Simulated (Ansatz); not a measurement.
# Cu3Hg (built on the sites of a database entry of Li3Hg): from the cell to its phonons

Task: relax Cu3Hg (built on the sites of a database entry of Li3Hg), then find its harmonic phonons.

Program: Ansatz 0.2.0. Level of theory: DFT PBE+D3(BJ), scalar-relativistic, plane waves, PAW. Results are calculated unless marked as measured.

Report form: the programs' logs are mostly left out.

The structure was built from a prototype and need not be the compound's stable phase.

**1. Set-up**

The structure is cubic, space group Fm-3m (No. 225). The conventional cell has a = 6.682 Å, b = 6.682 Å, c = 6.682 Å, α = 90.00°, β = 90.00°, γ = 90.00°. Cu has 4 Cu at 2.89 Å and 4 Hg at 2.89 Å nearest. Nearest to Cu lie 8 Cu at 2.89 Å. Nearest to Hg lie 8 Cu at 2.89 Å. Farther neighbours are not listed.

**2. Rough relaxation**

A rough relaxation comes first, because large forces or stress need no tight tolerances yet.

input.yaml reads:

```yaml
crystal:
  lattice:
    - [0.0, 3.34091, 3.34091]
    - [3.34091, 0.0, 3.34091]
    - [3.34091, 3.34091, 0.0]
  atoms:
    - { symbol: Cu, position: [0.25, 0.25, 0.25] }
    - { symbol: Cu, position: [0.75, 0.75, 0.75] }
    - { symbol: Cu, position: [0.5, 0.5, 0.5] }
    - { symbol: Hg, position: [0.0, 0.0, 0.0] }
kpoints:
  mp_grid: { grid: [6, 6, 6] }
hamiltonian:
  xc: pbe
  dispersion: d3bj
scf:
  occupations: { method: gaussian, width: 0.1 }
output:
  forces: true
  stress: true
  eigenvalues: true
relax:
  adjacent_minimum: "off"
  f_tol: 0.05
  max_steps: 80
  cell: { stress_tol: 0.5 }
```

The run is started by

```sh
$ ansatz run input.yaml --threads 8 --pin off --max-ram 14336MiB --backend cpu --events-out ev --progress --plain --runs-dir out
```

Run time: 2.5 s. Hardware: 8 threads of Arm Neoverse V2, shared host; peak memory 0.48 GiB.

Step by step:

```tsv
step	energy less that of the first step (eV)	largest force component (eV/Å)	pressure (GPa)	volume (Å³)
1	0.0000	0.0000	-18.05	74.58
2	-1.0767	0.0000	-13.90	64.20
3	-1.5780	0.0000	-0.68	54.82
4	-1.5788	0.0000	0.30	54.42
5*	-1.5675	0.0000	0.29	54.42
```

Relaxation steps marked * repeat the geometry before them on a plane-wave basis chosen anew for their cell, so energy and pressure can jump there.

The run keeps the 48 symmetry operations that it works with, so distortions that break them were not tested.

```tsv
conventional cell, symmetrised	before	after	change
a (Å)	6.682	6.015	-10.0 %
b (Å)	6.682	6.015	-10.0 %
c (Å)	6.682	6.015	-10.0 %
volume (Å³/atom)	18.65	13.60	-27.0 %
```

This step gave:

```yaml
pressure: 0.2900 GPa
volume_per_atom: 13.60 Å³
gap_on_the_k_mesh: 0 eV
```

In this step the volume went from 18.65 to 13.60 Å³/atom.

**3. Bringing the structure to rest**

Harmonic phonons are second derivatives at a point where the forces vanish, and they are wanted at zero stress, so atoms and cell are relaxed first.

input.yaml reads:

```yaml
crystal:
  lattice:
    - [0.0, 3.007689989, 3.007689989]
    - [3.007689989, 0.0, 3.007689989]
    - [3.007689989, 3.007689989, 0.0]
  atoms:
    - { symbol: Cu, position: [0.25, 0.25, 0.25] }
    - { symbol: Cu, position: [0.75, 0.75, 0.75] }
    - { symbol: Cu, position: [0.5, 0.5, 0.5] }
    - { symbol: Hg, position: [0.0, 0.0, 0.0] }
kpoints:
  mp_grid: { grid: [12, 12, 12] }
hamiltonian:
  xc: pbe
  dispersion: d3bj
scf:
  occupations: { method: gaussian, width: 0.1 }
output:
  forces: true
  stress: true
  eigenvalues: true
  write_density: true
  write_potential: true
  elf: true
  volumetric_format: npy
relax:
  adjacent_minimum: "off"
  f_tol: 0.005
  max_steps: 80
  cell: { stress_tol: 0.05 }
```

Wall time 3.6 s (8 threads); peak memory 0.54 GiB.

Little changed from the start: no atom moved by 0.005 Å and no cell edge by 0.1 %.

This step gave:

```yaml
pressure: 0.03312 GPa
volume_per_atom: 13.63 Å³
```

Valence density in the ac plane of the conventional cell at fractional y = 0.000, with atoms of Cu and Hg within 0.2 Å of it. It is the smooth field of the valence electrons, not physical close to the nuclei.

Ten steps, logarithmic in the rise over the least value, from '_' (0 e/Å³) to '@' (51 e/Å³), each cell a mean:
```
##++--______::**@@##==______..==**
++==..________::====..______..--==
::..____________..____________....
__________________________________
__________________________________
______________..::....____________
==::________..==++==::..______..==
%%**::______--++##**==..______==##
@@##::____..--**####++::____..==@@
##==..______::++**++==..______::**
::..________..::----..__________::
________________..________________
__________________________________
..________________________________
--::..________..::::__________..--
**++::______..==##**::______..==++
##**--..____::##@@%%==______::++##
```
Columns run along a (6.0 Å), rows up along c (6.0 Å), edges of the conventional cell, whose origin can differ from the input's. Atoms in or near the plane, at fractional coordinates: Cu at (0.50, 0.00), Cu at (0.00, 0.50), Hg at (0.00, 0.00), Hg at (0.50, 0.50).

Electrostatic potential energy in the ac plane of the conventional cell at fractional y = 0.000, with atoms of Cu and Hg within 0.2 Å of it. With pseudopotentials it is smooth inside the atoms' cores, unlike the true potential.

Values in eV, 9 rows by 16 columns, each cell a mean:
```
-28 -22   0  16  19  15  -4 -25 -29 -15   9  18  18  10 -14 -27
  7  12  17  19  20  19  18  15  13  16  19  20  19  18  15   9
 17  18  19  20  20  19  17  15  14  16  18  19  20  20  19  18
-19  -6  13  19  19  13  -6 -21 -23 -15   6  17  19  17   4 -15
-36 -27   4  18  18   6 -22 -29 -28 -28  -7  15  19  13 -14 -35
 -6   4  16  19  19  15   2 -12 -14  -5  11  18  20  18  10  -3
 18  19  20  20  20  19  19  18  17  18  19  20  20  20  19  18
 -3   4  14  19  20  19  15   8   5  12  18  20  19  17   9  -1
-28 -27  -4  15  19  14 -10 -32 -34 -23   6  18  18   7 -19 -29
```
Columns run along a (6.0 Å; values clipped at the 3rd and 97th percentile), rows up along c (6.0 Å), edges of the conventional cell, whose origin can differ from the input's. Atoms in or near the plane, at fractional coordinates: Cu at (0.50, 0.00), Cu at (0.00, 0.50), Hg at (0.00, 0.00), Hg at (0.50, 0.50).

ELF in the ac plane of the conventional cell at fractional y = 0.000, with atoms of Cu and Hg within 0.2 Å of it. It is the smooth field of the valence electrons, not physical close to the nuclei.

Ten even steps from '0' (0.16) to '9' (0.81), each cell a mean:
```
75310003751001246
54211000110011134
22111100000011112
11110110001111111
00110111111111110
00011112221111000
10001124543111001
72000135764210015
94000146875210017
41001135654210003
00011123432111000
00111111111111100
01110111001100110
11111110000111111
33111100000011123
64311001420001245
86310004971001257
```
Columns run along a (6.0 Å), rows up along c (6.0 Å), edges of the conventional cell, whose origin can differ from the input's. Atoms in or near the plane, at fractional coordinates: Cu at (0.50, 0.00), Cu at (0.00, 0.50), Hg at (0.00, 0.00), Hg at (0.50, 0.50).

In this step the volume went from 13.60 to 13.63 Å³/atom.

**4. Tight relaxation**

Phonons need a cell at rest on their own settings, so the relaxation is repeated with tight tolerances on forces and stress on the k mesh and occupations of the first response run.

input.yaml reads:

```yaml
crystal:
  lattice:
    - [0.0, 3.0096512579, 3.0096512579]
    - [3.0096512579, 0.0, 3.0096512579]
    - [3.0096512579, 3.0096512579, 0.0]
  atoms:
    - { symbol: Cu, position: [0.25, 0.25, 0.25] }
    - { symbol: Cu, position: [0.75, 0.75, 0.75] }
    - { symbol: Cu, position: [0.5, 0.5, 0.5] }
    - { symbol: Hg, position: [0.0, 0.0, 0.0] }
kpoints:
  mp_grid: { grid: [12, 12, 12] }
hamiltonian:
  xc: pbe
  dispersion: d3bj
scf:
  occupations: { method: methfessel_paxton, width: 0.2 }
output:
  forces: true
  stress: true
  eigenvalues: true
relax:
  adjacent_minimum: "off"
  f_tol: 0.001
  max_steps: 60
  cell: { stress_tol: 0.01 }
```

Run time: 3.2 s. Hardware: 8 threads; peak memory 0.54 GiB.

Little changed from the start: no atom moved by 0.005 Å and no cell edge by 0.1 %.

This step gave:

```yaml
pressure: 0.004057 GPa
```

The forces vanish by symmetry and the pressure is 0.004 GPa, within the tolerances set. The cell now holds 13.63 Å³/atom.

**5. Linear response at the zone centre**

The zone centre comes first: it holds the modes that light can see, as far as symmetry allows. No field response is asked, since the mesh shows no gap.

input.yaml, the sections that differ from step 4:

```yaml
crystal:
  lattice:
    - [0.0, 3.009930578, 3.009930578]
    - [3.009930578, 0.0, 3.009930578]
    - [3.009930578, 3.009930578, 0.0]
  atoms:
    - { symbol: Cu, position: [0.25, 0.25, 0.25] }
    - { symbol: Cu, position: [0.75, 0.75, 0.75] }
    - { symbol: Cu, position: [0.5, 0.5, 0.5] }
    - { symbol: Hg, position: [0.0, 0.0, 0.0] }
output:
  eigenvalues: true
phonons:
  method: dfpt
# kpoints, hamiltonian, scf: as in step 4
# relax: removed
```

The job ended after 27 s (8 threads; peak memory 1.5 GiB; 3.2 min of CPU time).

This step gave:

| Quantity | Value |
| --- | --- |
| sum-rule residual before enforcement | 9.50e-5 eV/Å² |
| point group | m-3m |
| highest optical mode at the zone centre (no LO-TO term) | 193.6 cm⁻¹ |
| lowest optical zone-centre mode | 134 cm⁻¹ |

Patterns of degenerate modes are one choice out of their space. The modes at Γ (shares of kinetic energy by element, %):

```tsv
mode	frequency (cm⁻¹)	symmetry	Cu %	Hg %
1	0.0	acoustic	49	51
2	0.0	acoustic	49	51
3	0.0	acoustic	49	51
4	134.0	T1u	70	30
5	134.0	T1u	70	30
6	134.0	T1u	70	30
7	154.5	T2g	100	0
8	154.5	T2g	100	0
9	154.5	T2g	100	0
10	193.6	T1u	82	18
11	193.6	T1u	82	18
12	193.6	T1u	82	18
```

Displacements in mode 5 (134.0 cm⁻¹), the largest set to 1:
```
Cu1  0.00  0.02  0.09
Cu2  0.00  0.02  0.09
Cu3  0.01  0.17  1.00
Hg4 -0.01 -0.06 -0.37
```

Displacements in mode 11 (193.6 cm⁻¹), the largest set to 1:
```
Cu1  0.00 -0.28  1.00
Cu2  0.00 -0.28  1.00
Cu3  0.00  0.19 -0.67
Hg4  0.00  0.12 -0.42
```

Before it was imposed, the acoustic sum rule was missed by 9.5e-5 eV/Å². Small misses are needed for a sound result but don't prove that mesh and cutoff are converged. The lowest optical mode is real, 134 cm⁻¹.

**6. The dispersion**

Stability and thermal properties need the whole zone. Linear response on a 4×4×4 q mesh gives force constants as far as a supercell of that size would.

input.yaml: that of step 5 with these lines changed.

```diff
@@ -21 +21,8 @@
   method: dfpt
+  qmesh: [4, 4, 4]
+  temperatures: { t_max: 1000, t_step: 50 }
+  qpath:
+    path:
+      - [[0.0, 0.0, 0.0], [0.5, 0.0, 0.5], [0.625, 0.25, 0.625]]
+      - [[0.375, 0.375, 0.75], [0.0, 0.0, 0.0], [0.5, 0.5, 0.5], [0.5, 0.25, 0.75], [0.5, 0.0, 0.5]]
+    npoints: 10
```

Run time: 17 min. Hardware: 8 threads; peak memory 8.7 GiB; 2.2 h of CPU time.

Numbers from this step:

* sum-rule residual before enforcement: 4.62e-5 eV/Å²
* lowest frequency on the path: -35.24 cm⁻¹
* highest frequency on the path or at a solved wavevector: 212.9 cm⁻¹
* lowest mode on the q mesh (acoustic modes at Γ apart): -34.98 cm⁻¹

Frequencies (cm⁻¹) solved at each irreducible wavevector; negative means imaginary. Frequencies by wavevector, by row:

```tsv
q in reciprocal lattice units	star	mode 1	mode 2	mode 3	mode 4	mode 10	mode 11	mode 12
0 0 0	1	0	0	0	134	193.6	193.6	193.6
0 0 0.25	8	27.6	27.6	70.7	110.6	190.2	192.7	192.7
0 0 -0.5	4	38.4	38.4	79.8	96.5	183.9	188.3	188.3
0 0.25 0.25	6	36	36	85.3	98.7	184.6	195.1	195.1
0 0.25 -0.5	24	-14.2	38.7	78.2	109.6	191.2	198.7	204.6
0 0.25 -0.25	12	-24.1	58.2	58.4	111.1	193.5	197	199.9
0 -0.5 -0.5	3	-35	-35	112.2	122	166	212.9	212.9
0.25 -0.5 -0.25	6	-18.9	64.8	64.8	94.6	195.7	195.7	200.1
```

Interpolated from a 4×4×4 q mesh. The phonon branches at the labelled points (cm⁻¹):

```tsv
point	branch 1	branch 2	branch 3	branch 4	branch 9	branch 10	branch 11	branch 12
Γ	0	0	0	134	154	194	194	194
halfway	36	36	85	99	179	185	195	195
X	-35	-35	112	122	163	166	213	213
halfway	-35	-20	107	115	172	173	209	212
U	-35	40	92	107	182	186	199	209
jump to K	-35	40	92	107	182	186	199	209
halfway	-16	50	66	104	179	190	194	197
Γ	0	0	0	134	154	194	194	194
halfway	28	28	71	111	172	190	193	193
L	38	38	80	96	179	184	188	188
halfway	7	45	74	109	182	188	198	200
W	-19	65	65	95	189	196	196	200
halfway	-30	9	101	108	177	178	208	208
X	-35	-35	112	122	163	166	213	213
```

The phonon density of states has structure finer than the step of the table below, so its rows give means over 10 cm⁻¹, whole bins alone (the curve runs from -35 to 213 cm⁻¹). Peaks (cm⁻¹: height): 39.0: 0.0586, 69.0: 0.0741, 117.0: 0.146, 163.0: 0.170, 193.0: 0.199.

Tetrahedra on a 20×20×20 mesh, mean over bins of 2 cm-1. Interpolated from a 4×4×4 q mesh. The phonon density of states by wavenumber; means over each step:

wavenumber (cm⁻¹), phonon density of states (1/cm⁻¹/cell) and a bar:
```
      -30      0.018 ###
      -20      0.023 ####
      -10      0.011 #
        0      0.009 #
       10      0.012 #
       20      0.022 ####
       30      0.027 #####
       40      0.045 #########
       50      0.030 #####
       60      0.013 ##
       70      0.052 ##########
       80      0.022 ####
       90      0.008 #
      100      0.048 ##########
      110      0.087 ##################
      120      0.109 #######################
      130      0.057 ###########
      140      0.006 
      150      0.015 ##
      160      0.129 ############################
      170      0.092 ###################
      180      0.074 ###############
      190      0.138 ##############################
      200      0.122 ##########################
```

The partial phonon density of states has structure finer than the step of the table below, so its rows give means over 10 cm⁻¹, whole bins alone (the curve runs from -45.2 to 229 cm⁻¹). Peaks (cm⁻¹: height): Cu 70.4: 0.0237, 118.7: 0.101, 161.8: 0.148, 192.8: 0.148; Hg -17.6: 0.0160, 39.3: 0.0338, 70.4: 0.0358, 116.9: 0.0243, 194.6: 0.0411.

Phonopy on the run's constants, 17x17x17 mesh, Gaussian sigma 2.0 cm-1. Interpolated from a 4×4×4 q mesh. The partial phonon density of states by wavenumber; means over each step; values in 1/cm⁻¹/cell:

```tsv
wavenumber (cm⁻¹)	Cu	Hg
-40	6.2e-4	7.8e-4
-30	0.00758	0.0102
-20	0.00988	0.0148
-10	0.00444	0.00648
0	0.00162	0.00221
10	0.00552	0.00770
20	0.00926	0.0135
30	0.0108	0.0175
40	0.0157	0.0285
50	0.0108	0.0186
60	0.00658	0.00959
70	0.0193	0.0294
80	0.00913	0.0133
90	0.00470	0.00479
100	0.0439	0.00530
110	0.0735	0.0132
120	0.0882	0.0191
130	0.0480	0.00774
140	0.00706	6.9e-4
150	0.0188	1.9e-4
160	0.120	0.00247
170	0.0895	0.00474
180	0.0708	0.00476
190	0.107	0.0282
200	0.0923	0.0288
210	0.0240	0.00747
220	2.8e-4	8.6e-5
```

Symmetry leaves 8 wavevectors to solve. The lowest mode among them, the acoustic zeros apart, lies at q = (0, -0.5, -0.5) and is imaginary, 35.0i cm⁻¹, so the energy falls along it.

**7. Another isotope**

An isotope changes the mass and not the force constants, so no new electronic calculation is needed; the shifts show which modes move this element.

The same force constants with the mass of Cu changed from 63.546 to 64.928 u (phonopy, no LO-TO term). Both lists are sorted by frequency; levels can cross, so a row need not hold one and the same mode. Modes under 3 cm⁻¹ are left out. Isotope shifts, by row, the first 40 of 45 rows:

```tsv
q	rank	natural mass (cm⁻¹)	changed mass (cm⁻¹)
0 0 0	4	134	133
0 0 0	5	134	133
0 0 0	6	134	133
0 0 0	7	154.5	152.9
0 0 0	8	154.5	152.9
0 0 0	9	154.5	152.9
0 0 0	10	193.6	191.9
0 0 0	11	193.6	191.9
0 0 0	12	193.6	191.9
0 0 0.25	1	27.6	27.48
0 0 0.25	2	27.6	27.48
0 0 0.25	3	70.69	70.45
0 0 0.25	4	110.6	109.6
0 0 0.25	5	110.6	109.6
0 0 0.25	6	116	114.8
0 0 0.25	7	169.7	168
0 0 0.25	8	169.7	168
0 0 0.25	9	172.3	170.5
0 0 0.25	10	190.2	188.6
0 0 0.25	11	192.7	191.1
0 0 0.25	12	192.7	191.1
0 0 -0.5	1	38.42	38.29
0 0 -0.5	2	38.42	38.29
0 0 -0.5	3	79.8	79.57
0 0 -0.5	4	96.45	95.41
0 0 -0.5	5	96.45	95.41
0 0 -0.5	6	116.6	115.4
0 0 -0.5	7	177.2	175.3
0 0 -0.5	8	177.2	175.3
0 0 -0.5	9	178.7	176.7
0 0 -0.5	10	183.9	182.5
0 0 -0.5	11	188.3	187
0 0 -0.5	12	188.3	187
0 0.25 0.25	1	36.03	35.9
0 0.25 0.25	2	36.03	35.9
0 0.25 0.25	3	85.28	84.97
0 0.25 0.25	4	98.74	97.69
0 0.25 0.25	5	98.74	97.69
0 0.25 0.25	6	124.7	123.6
0 0.25 0.25	7	155.2	153.6
```

A mode of this element alone would shift by -1.07 %. The highest zone-centre frequency without the field goes from 193.6 to 191.9 cm⁻¹ (-0.9 %). The product of the frequency ratios over all optical modes at Γ is 0.922; the product rule, (m/m′)^(3k/2) (M′/M)^(3/2) with k = 3 such atoms and M the mass of the cell, gives 0.922.

**8. Outcome**

| Quantity | Value |
| --- | --- |
| space group after relaxation (within 0.01 Å) | Fm-3m |
| volume per atom | 13.6 Å³ |
| electronic character | no gap on this mesh |
| highest optical mode at the zone centre (no LO-TO term) | 194 cm⁻¹ |
| lowest optical zone-centre mode | 134 cm⁻¹ |
| lowest mode on the q mesh (acoustic modes at Γ apart) | -35.0 cm⁻¹ |
| highest frequency on the path or at a solved wavevector | 213 cm⁻¹ |
| imaginary modes on the 4×4×4 q mesh | yes |

What this shows: Modes are clearly imaginary (beyond 10i cm⁻¹) at 4 of the 8 irreducible wavevectors, most at q = (0, -0.5, -0.5) (35.0i cm⁻¹), so this structure is not a minimum of the energy. The optical modes at Γ span 134 to 194 cm⁻¹. The highest mode in this list at Γ, 193.6 cm⁻¹, is mostly motion of Cu (82 % of the kinetic energy). With no gap, or one that is small against the smearing, the frequencies hang on the k mesh and the smearing, most of all near Kohn anomalies. The phonon runs are without spin polarisation, although the cell has an odd electron count. Spin-orbit coupling is left out, which can matter for the heavy elements here. In the phonons the program treats the change of the C6 weights of the dispersion term with coordination only in part. The starting cell was built on a prototype and not taken from a measurement, so the phase need not exist. These are harmonic frequencies at zero temperature: anharmonic shifts, linewidths and thermal expansion are left out.

[Logs are printed without paths, hosts, clocks, repeated set-up lines and the standing remarks that a program may print on its own settings, such as how far it seeks lower states.]

[Hosts, paths, dates, database ids (printed as entryN), source tags and the programs' standing remarks are cut or masked in the printed files.]
